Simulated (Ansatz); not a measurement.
**RbSbS3 (model cell, started as cubic perovskite with Sb in the octahedra): following an unstable mode**

Aim: this structure of RbSbS3 (model cell, started as cubic perovskite with Sb in the octahedra) is to be tested for unstable modes, and one is followed downhill.

Program: Ansatz 0.2.0. Level of theory: DFT PBEsol, scalar-relativistic, plane waves, PAW; PAW set soft_1. Results are calculated unless marked as measured.

Report form: the programs' logs are mostly left out.

The structure was built from a prototype and need not be the compound's stable phase.

### 1. Starting point

The structure is cubic, space group Pm-3m (No. 221). Conventional cell: a = 5.071 Å, b = 5.071 Å, c = 5.071 Å, α = 90.00°, β = 90.00°, γ = 90.00°. Nearest to Rb lie 12 S at 3.59 Å. Nearest to Sb lie 6 S at 2.54 Å. S has 2 Sb at 2.54 Å and 4 Rb at 3.59 Å nearest. Farther neighbours and most contacts between anions are not listed.

Coordinates:

```cif
data_structure
_symmetry_space_group_name_H-M 'Pm-3m'
_symmetry_Int_Tables_number 221
_cell_length_a 5.0714
_cell_length_b 5.0714
_cell_length_c 5.0714
_cell_angle_alpha 90.000
_cell_angle_beta 90.000
_cell_angle_gamma 90.000
_cell_volume 130.43
loop_
_atom_site_label
_atom_site_type_symbol
_atom_site_symmetry_multiplicity
_atom_site_Wyckoff_symbol
_atom_site_fract_x
_atom_site_fract_y
_atom_site_fract_z
_atom_site_occupancy
Rb1 Rb 1 a 0.00000 0.00000 0.00000 1
Sb1 Sb 1 b 0.50000 0.50000 0.50000 1
S1 S 3 c 0.50000 0.50000 0.00000 1
```

### 2. Phonons on a q mesh

The cell comes from relaxations at this level that are not shown. Stability and thermal properties need the whole zone. Linear response on a 2×2×2 q mesh gives force constants as far as a supercell of that size would.

Contents of input.yaml:

```yaml
crystal:
  lattice:
    - [5.0714313962, 0.0, 0.0]
    - [0.0, 5.0714313962, 0.0]
    - [0.0, 0.0, 5.0714313962]
  atoms:
    - { symbol: Rb, position: [0.0, 0.0, 0.0] }
    - { symbol: Sb, position: [0.5, 0.5, 0.5] }
    - { symbol: S, position: [0.5, 0.5, 0.0] }
    - { symbol: S, position: [0.5, 0.0, 0.5] }
    - { symbol: S, position: [0.0, 0.5, 0.5] }
kpoints:
  mp_grid: { grid: [8, 8, 8] }
hamiltonian:
  xc: pbesol
  pseudopotentials: { kind: paw, azcp: { folder: soft_1 }, xc_functional: pbe }
scf:
  occupations: { method: methfessel_paxton, width: 0.2 }
output:
  eigenvalues: true
phonons:
  method: dfpt
  qmesh: [2, 2, 2]
  temperatures: { t_max: 1000, t_step: 50 }
  qpath:
    path:
      - [[0.0, 0.0, 0.0], [0.0, 0.5, 0.0], [0.5, 0.5, 0.0], [0.0, 0.0, 0.0], [0.5, 0.5, 0.5], [0.0, 0.5, 0.0]]
      - [[0.5, 0.5, 0.5], [0.5, 0.5, 0.0]]
    npoints: 10
```

Command:

```sh
> ansatz run input.yaml --threads 8 --pin off --max-ram 16384MiB --backend cpu --events-out ev --progress --plain --runs-dir out
```

Run time: 96 s. Hardware: 8 threads of Arm Neoverse V2, shared host; peak memory 1.4 GiB.

This step gave:

```yaml
volume_per_atom: 26.09 Å³
gap_on_the_k_mesh: 0 eV
sum_rule_residual_before_enforcement: 1.62e-5 eV/Å²
lowest_frequency_on_the_path: -125.8 cm⁻¹
point_group: m-3m
highest_frequency_on_the_path_or_at_a_solved_wavevector: 270.0 cm⁻¹
highest_optical_mode_at_the_zone_centre_no_lo_to_term: 199.7 cm⁻¹
lowest_optical_zone_centre_mode: -79.32 cm⁻¹
lowest_mode_on_the_q_mesh_acoustic_modes_at_gamma_apart: -125.8 cm⁻¹
```

Frequencies (cm⁻¹) solved at each irreducible wavevector; negative means imaginary. Frequencies by wavevector, by row:

```tsv
q in reciprocal lattice units	star	mode 1	mode 2	mode 3	mode 4	mode 13	mode 14	mode 15
0 0 0	1	-79.3	-79.3	-79.3	-4.8	199.7	199.7	199.7
0 0 -0.5	3	-125.8	-112	-74.2	-74.2	212.1	212.1	243.2
0 -0.5 -0.5	3	-120.3	-120.3	-73.8	-73.8	218.5	224.3	245.3
-0.5 -0.5 -0.5	1	-71.6	-71.6	-71.6	-62.2	219.5	219.5	270
```

Interpolated from a 2×2×2 q mesh. Phonon branches along the path, in cm⁻¹:

```tsv
point	branch 1	branch 2	branch 3	branch 4	branch 12	branch 13	branch 14	branch 15
Γ	-79	-79	-79	-5	76	200	200	200
halfway	-94	-89	-77	-77	109	206	206	222
X	-126	-112	-74	-74	150	212	212	243
halfway	-120	-91	-90	-74	151	215	221	242
M	-120	-120	-74	-74	151	218	224	245
halfway	-92	-91	-80	-76	110	210	218	228
Γ	-79	-79	-79	-5	76	200	200	200
halfway	-83	-83	-80	-78	111	218	218	238
R	-72	-72	-72	-62	151	220	220	270
halfway	-98	-90	-84	-80	152	217	222	250
X	-126	-112	-74	-74	150	212	212	243
jump to R	-72	-72	-72	-62	151	220	220	270
halfway	-98	-98	-70	-70	152	218	222	259
M	-120	-120	-74	-74	151	218	224	245
```

Symmetry leaves 4 wavevectors to solve. The lowest mode among them, the acoustic zeros apart, lies at q = (0, 0, -0.5) and is imaginary, 125.8i cm⁻¹, so the energy falls along it.

### 3. The mode frozen in, largest atomic shift 0 Å

The mode followed lies at q = (0, -0.5, -0.5) with frequency 120.3i cm⁻¹ and is 2-fold degenerate, one of the unstable modes though not the softest. At small amplitude the distorted cell has space group no. 65 by a symmetry search on the positions. The undistorted cell that holds it gives the zero of energy on the same k mesh.

System of this step: RbSbS3 (model cell, started as cubic perovskite with Sb in the octahedra). The structure is cubic, space group Pm-3m (No. 221). Conventional cell: a = 5.071 Å, b = 5.071 Å, c = 5.071 Å, α = 90.00°, β = 90.00°, γ = 90.00°. Rb has 12 S at 3.59 Å nearest. Nearest to Sb lie 6 S at 2.54 Å. Nearest to S lie 2 Sb at 2.54 Å and 4 Rb at 3.59 Å. Nearest to S lie 2 Sb at 2.54 Å and 4 Rb at 3.59 Å. Farther neighbours and most contacts between anions are not listed.

Contents of input.yaml:

```yaml
crystal:
  lattice:
    - [-5.0714313962, 0.0, 0.0]
    - [0.0, -5.0714313962, -5.0714313962]
    - [0.0, -5.0714313962, 5.0714313962]
  atoms:
    - { symbol: Rb, position: [0.0, 0.5, 0.5] }
    - { symbol: Rb, position: [0.0, 1.0, 1.0] }
    - { symbol: Sb, position: [0.5, 0.0, 0.5] }
    - { symbol: Sb, position: [0.5, 0.5, 0.0] }
    - { symbol: S, position: [0.5, 0.75, 0.75] }
    - { symbol: S, position: [0.5, 0.25, 0.25] }
    - { symbol: S, position: [0.5, 0.75, 0.25] }
    - { symbol: S, position: [0.5, 0.25, 0.75] }
    - { symbol: S, position: [1.0, 0.0, 0.5] }
    - { symbol: S, position: [1.0, 0.5, 0.0] }
kpoints:
  mp_grid: { grid: [8, 6, 6] }
hamiltonian:
  xc: pbesol
  pseudopotentials: { kind: paw, azcp: { folder: soft_1 }, xc_functional: pbe }
scf:
  occupations: { method: methfessel_paxton, width: 0.2 }
output:
  forces: true
  stress: true
  eigenvalues: true
```

Wall time 4.5 s (8 threads); peak memory 1.1 GiB; 34 s of CPU time.

This step gave:

| Property | Result |
| --- | --- |
| pressure | -0.1194 GPa |
| energy from the undistorted cell | 0 meV/atom |

The run ends at a pressure of -0.12 GPa.

### 4. The mode frozen in, largest atomic shift 0.45 Å

The atoms are moved along the unstable eigenvector, the largest shift by 0.45 Å, with the cell fixed.

input.yaml, the sections that differ from step 3:

```yaml
crystal:
  lattice:
    - [-5.0714313962, 0.0, 0.0]
    - [0.0, -5.0714313962, -5.0714313962]
    - [0.0, -5.0714313962, 5.0714313962]
  atoms:
    - { symbol: Rb, position: [0.0, 0.5028387742, 0.4971612258] }
    - { symbol: Rb, position: [0.0, 0.9971612258, 1.0028387742] }
    - { symbol: Sb, position: [0.5, -0.0050957288, 0.4949042712] }
    - { symbol: Sb, position: [0.5, 0.5050957288, 0.0050957288] }
    - { symbol: S, position: [0.5, 0.75, 0.75] }
    - { symbol: S, position: [0.5, 0.25, 0.25] }
    - { symbol: S, position: [0.5, 0.75, 0.25] }
    - { symbol: S, position: [0.5, 0.25, 0.75] }
    - { symbol: S, position: [1.0, 0.0443661725, 0.5443661725] }
    - { symbol: S, position: [1.0, 0.4556338275, -0.0443661725] }
# kpoints, hamiltonian, scf, output: as in step 3
```

Elapsed: 6.5 s, on 8 threads; peak memory 1.2 GiB.

This step gave:

```yaml
pressure: -0.2225 GPa
energy_from_the_undistorted_cell: -14.30 meV/atom
```

The energy, extrapolated to zero smearing, is -14.30 meV/atom against the undistorted cell.

The run ends at a pressure of -0.22 GPa, with forces up to 0.18 eV/Å.

### 5. Energy along the mode, all amplitudes (two of the runs are shown above)

An imaginary frequency means negative curvature, so the energy should fall and then rise again as anharmonic terms take over.

Numbers from this step:

```yaml
depth_at_the_lowest_point_sampled: 14.30 meV/atom
largest_atomic_shift_at_that_point: 0.45 Å
```

The energy from the parent by largest atomic shift:

```tsv
largest atomic shift (Å)	energy from the parent (meV/atom)
0.000	0
0.040	-0.325
0.080	-1.22
0.140	-3.19
0.220	-6.19
0.320	-10.0
0.450	-14.3
0.600	-10.9
```

Displacement at unit largest shift by atom:

```tsv
atom	x (Å)	y (Å)	z (Å)	size
Rb1	0.00	0.00	-0.06	0.06
Rb2	0.00	0.00	0.06	0.06
Sb3	0.00	0.12	0.00	0.12
Sb4	0.00	-0.12	0.00	0.12
S5	0.00	0.00	0.00	0.00
S6	0.00	0.00	0.00	0.00
S7	0.00	0.00	0.00	0.00
S8	0.00	0.00	0.00	0.00
S9	0.00	-1.00	0.00	1.00
S10	0.00	1.00	0.00	1.00
```

The lowest of the steps tried is at 0.45 Å, 14.3 meV/atom below the parent; the bottom of the well need not coincide with a step.

### 6. Relaxation from the frozen mode

Starting from the lowest point found, all atoms and the cell are let go, so that strain and other modes of the same symmetry can join in.

input.yaml: that of step 4 with these lines changed.

```diff
@@ -27 +27,6 @@
   eigenvalues: true
+relax:
+  adjacent_minimum: "off"
+  f_tol: 0.002
+  max_steps: 120
+  cell: { stress_tol: 0.03 }
```

Elapsed: 36 s, on 8 threads; peak memory 1.3 GiB.

The steps of the relaxation:

```tsv
step	energy less that of the first step (eV)	largest force component (eV/Å)	pressure (GPa)	volume (Å³)
1	0.0000	0.1842	-0.22	260.87
2	-0.1119	0.0940	0.10	257.65
3	-0.1384	0.0937	-0.07	257.00
4	-0.1408	0.0602	0.01	256.74
5	-0.1412	0.0015	0.00	256.68
6*	-0.1410	0.0015	0.00	256.68
```

Relaxation steps marked * repeat the geometry before them on a plane-wave basis chosen anew for their cell, so energy and pressure can jump there.

Forces are held to the 8 operations that the run works with; a distortion that breaks them can't arise in this run.

```tsv
conventional cell, symmetrised	before	after	change
a (Å)	10.143	10.289	+1.4 %
b (Å)	10.143	10.302	+1.6 %
c (Å)	5.071	4.843	-4.5 %
volume (Å³/atom)	26.09	25.67	-1.6 %
```

The atoms that moved most (Å, as changes of fractional coordinates times the final cell):

```tsv
atom	dx	dy	dz	length
S9	0.000	-0.278	0.000	0.278
S10	0.000	0.278	0.000	0.278
Rb1	0.000	0.000	-0.144	0.144
Rb2	0.000	0.000	0.144	0.144
Sb3	0.000	-0.014	0.000	0.014
Sb4	0.000	0.014	0.000	0.014
```

The relaxed structure:

```cif
data_structure
_symmetry_space_group_name_H-M 'P 1'
_symmetry_Int_Tables_number 1
_cell_length_a 4.8431
_cell_length_b 7.2800
_cell_length_c 7.2800
_cell_angle_alpha 90.074
_cell_angle_beta 90.000
_cell_angle_gamma 90.000
_cell_volume 256.68
loop_
_atom_site_label
_atom_site_type_symbol
_atom_site_fract_x
_atom_site_fract_y
_atom_site_fract_z
_atom_site_occupancy
Rb1 Rb 0.00000 0.51681 0.48319 1
Rb2 Rb 0.00000 0.98319 0.01681 1
Sb3 Sb 0.50000 0.99629 0.49629 1
Sb4 Sb 0.50000 0.50371 0.00371 1
S5 S 0.50000 0.75000 0.75000 1
S6 S 0.50000 0.25000 0.25000 1
S7 S 0.50000 0.75000 0.25000 1
S8 S 0.50000 0.25000 0.75000 1
S9 S 0.00000 0.07138 0.57138 1
S10 S 0.00000 0.42862 0.92862 1
```

This step gave:

```yaml
pressure: 0.004759 GPa
volume_per_atom: 25.67 Å³
```

The distorted start has space group Cmmm; the relaxation ends in Cmmm.

### 7. The new phase in its own primitive cell

The relaxed structure is symmetrised, reduced to its primitive cell and relaxed tightly, as its phonons need.

input.yaml, the sections that differ from step 6:

```yaml
crystal:
  lattice:
    - [5.1443972317, -5.1510189964, 0.0]
    - [5.1443972317, 5.1510189964, 0.0]
    - [0.0, 0.0, 4.8431312101]
  atoms:
    - { symbol: Rb, position: [0.2331915857, 0.7668084143, 0.0] }
    - { symbol: Rb, position: [0.7668084143, 0.2331915857, 0.0] }
    - { symbol: Sb, position: [0.2462898736, 0.2462898736, 0.5] }
    - { symbol: Sb, position: [0.7537101264, 0.7537101264, 0.5] }
    - { symbol: S, position: [0.5, 0.0, 0.5] }
    - { symbol: S, position: [0.0, 0.5, 0.5] }
    - { symbol: S, position: [0.0, 0.0, 0.5] }
    - { symbol: S, position: [0.5, 0.5, 0.5] }
    - { symbol: S, position: [0.3213751637, 0.3213751637, 0.0] }
    - { symbol: S, position: [0.6786248363, 0.6786248363, 0.0] }
kpoints:
  mp_grid: { grid: [6, 6, 8] }
relax:
  adjacent_minimum: "off"
  f_tol: 0.001
  max_steps: 60
  cell: { stress_tol: 0.01 }
# hamiltonian, scf, output: as in step 6
```

Run time: 26 s. Hardware: 8 threads; peak memory 1.3 GiB.

Little changed from the start: no atom moved by 0.005 Å and no cell edge by 0.1 %.

Numbers from this step:

| Quantity | Value |
| --- | --- |
| pressure | -2.23e-4 GPa |

The largest force component left is 0.33 meV/Å and the pressure is 0.000 GPa, within the tolerances set. The cell now holds 25.67 Å³/atom.

### 8. Modes of the new phase, k-mesh 6×6×8

A relaxed structure may still be a saddle point, so its zone-centre modes are computed. No field response is asked, since the mesh shows no gap.

input.yaml, the sections that differ from step 7:

```yaml
crystal:
  lattice:
    - [5.1451522117, -5.1518327209, 0.0]
    - [5.1451522117, 5.1518327209, 0.0]
    - [0.0, 0.0, 4.8416177178]
  atoms:
    - { symbol: Rb, position: [0.2331345741, 0.7668654259, 0.0] }
    - { symbol: Rb, position: [0.7668654259, 0.2331345741, 0.0] }
    - { symbol: Sb, position: [0.2462898498, 0.2462898498, 0.5] }
    - { symbol: Sb, position: [0.7537101502, 0.7537101502, 0.5] }
    - { symbol: S, position: [0.5, 0.0, 0.5] }
    - { symbol: S, position: [0.0, 0.5, 0.5] }
    - { symbol: S, position: [0.0, 0.0, 0.5] }
    - { symbol: S, position: [0.5, 0.5, 0.5] }
    - { symbol: S, position: [0.321640628, 0.321640628, 0.0] }
    - { symbol: S, position: [0.678359372, 0.678359372, 0.0] }
output:
  eigenvalues: true
phonons:
  method: dfpt
# kpoints, hamiltonian, scf: as in step 7
# relax: removed
```

Run time: 5.4 min. Hardware: 8 threads; peak memory 4.1 GiB.

Numbers from this step:

```yaml
sum_rule_residual_before_enforcement: 3.36e-5 eV/Å²
point_group: mmm
highest_optical_mode_at_the_zone_centre_no_lo_to_term: 263.4 cm⁻¹
lowest_optical_zone_centre_mode: -98.07 cm⁻¹
```

Patterns of degenerate modes are one choice out of their space. Modes at Γ, with each element's share of the kinetic energy (negative means imaginary):

```tsv
mode	frequency (cm⁻¹)	symmetry	Rb %	Sb %	S %
1	-98.1	B2u	4	50	46
2	-75.6	B1u	0	0	99
3	-66.2	B1u	5	33	63
4	-51.9	Au	0	0	100
5	-32.0	B2g	0	61	39
6	-27.5	B3u	9	30	61
7	-2.5	B2u	3	0	96
8	0.0	acoustic	28	40	32
9	0.0	acoustic	28	40	32
10	0.0	acoustic	28	40	32
11	41.2	B1g	71	0	29
12	57.3	B2u	4	3	93
13	58.9	B1u	38	10	53
14	63.0	B3g	100	0	0
15	65.4	B2u	3	3	95
16	75.9	Ag	84	3	13
17	77.7	B3u	61	7	32
18	95.0	B1g	25	20	55
19	103.8	B1u	29	0	71
20	107.9	B2u	56	2	41
21	118.4	B3u	2	11	87
22	129.9	Ag	16	12	72
23	143.9	B1g	4	80	16
24	164.6	B3u	0	11	89
25	170.5	Ag	0	85	15
26	173.1	B2g	0	39	61
27	180.9	B2u	1	2	97
28	208.7	B3u	0	1	99
29	243.4	B1u	0	17	83
30	263.4	B3u	0	0	100
```

Displacements in mode 1 (-98.1 cm⁻¹), the largest set to 1:
```
Rb1  0.00 -0.21  0.00
Rb2  0.00 -0.21  0.00
Sb3  0.00  0.65  0.00
Sb4  0.00  0.65  0.00
S5   0.35 -0.43  0.00
S6  -0.35 -0.43  0.00
S7   0.00 -0.80  0.00
S8   0.00 -1.00  0.00
S9   0.00 -0.60  0.00
S10  0.00 -0.60  0.00
```

Displacements in mode 17 (77.7 cm⁻¹), the largest set to 1:
```
Rb1  0.95  0.00  0.00
Rb2  0.95  0.00  0.00
Sb3 -0.28  0.00  0.00
Sb4 -0.28  0.00  0.00
S5  -1.00  0.03  0.00
S6  -1.00 -0.03  0.00
S7  -0.43  0.00  0.00
S8  -0.56  0.00  0.00
S9   0.02  0.00  0.00
S10  0.02  0.00  0.00
```

Before it was imposed, the acoustic sum rule was missed by 3.4e-5 eV/Å². Small misses are needed for a sound result but don't prove that mesh and cutoff are converged. The lowest optical mode is imaginary, 98.1i cm⁻¹, so the energy falls along it.

### 9. Outcome

```yaml
unstable_mode_of_the_parent: q = (0, -0.5, -0.5), 120i cm⁻¹
depth_at_the_lowest_point_sampled: 14.3 meV/atom
largest_atomic_shift_at_that_point: 0.45 Å
space_group_reached_within_0p01_a: Cmmm
energy_gained_over_the_parent_first_relaxation_on_the_mesh_of_the_frozen_mode: 28.1 meV/atom
volume_per_atom_phase_reached: 25.7 Å³
lowest_optical_zone_centre_mode_phase_reached: -98.1 cm⁻¹
highest_optical_mode_at_the_zone_centre_no_lo_to_term_phase_reached: 263 cm⁻¹
```

Along this mode the structure falls into Cmmm, 28.1 meV/atom below the parent. At the parent's cell the well is 14.30 meV/atom deep on the steps tried, with its lowest point at a shift of 0.45 Å. Relaxing atoms and cell changes the gain by +13.78 meV/atom against the lowest step (energies at zero smearing). The new phase still has an imaginary mode at the zone centre of its cell, so it is a saddle point on the way to a lower structure. Of the 4 patterns followed to their end from this parent, this one ends 9.29 meV/atom above the lowest, P4_2/mmc. Each path keeps the symmetry of its pattern, so a lower phase may lie along a pattern not tried. With no gap, or one that is small against the smearing, the frequencies hang on the k mesh and the smearing, most of all near Kohn anomalies. Spin-orbit coupling is left out, which can matter for the heavy elements here. The PAW files were made for PBE and serve the other functionals too. A phonon run warned that its eigensolver left some bands unconverged in a pass. The starting cell was built on a prototype and not taken from a measurement, so the phase need not exist.

[Logs are printed without paths, hosts, clocks, repeated set-up lines and the standing remarks that a program may print on its own settings, such as how far it seeks lower states.]

[Hosts, paths, dates, database ids (printed as entryN), source tags and the programs' standing remarks are cut or masked in the printed files.]
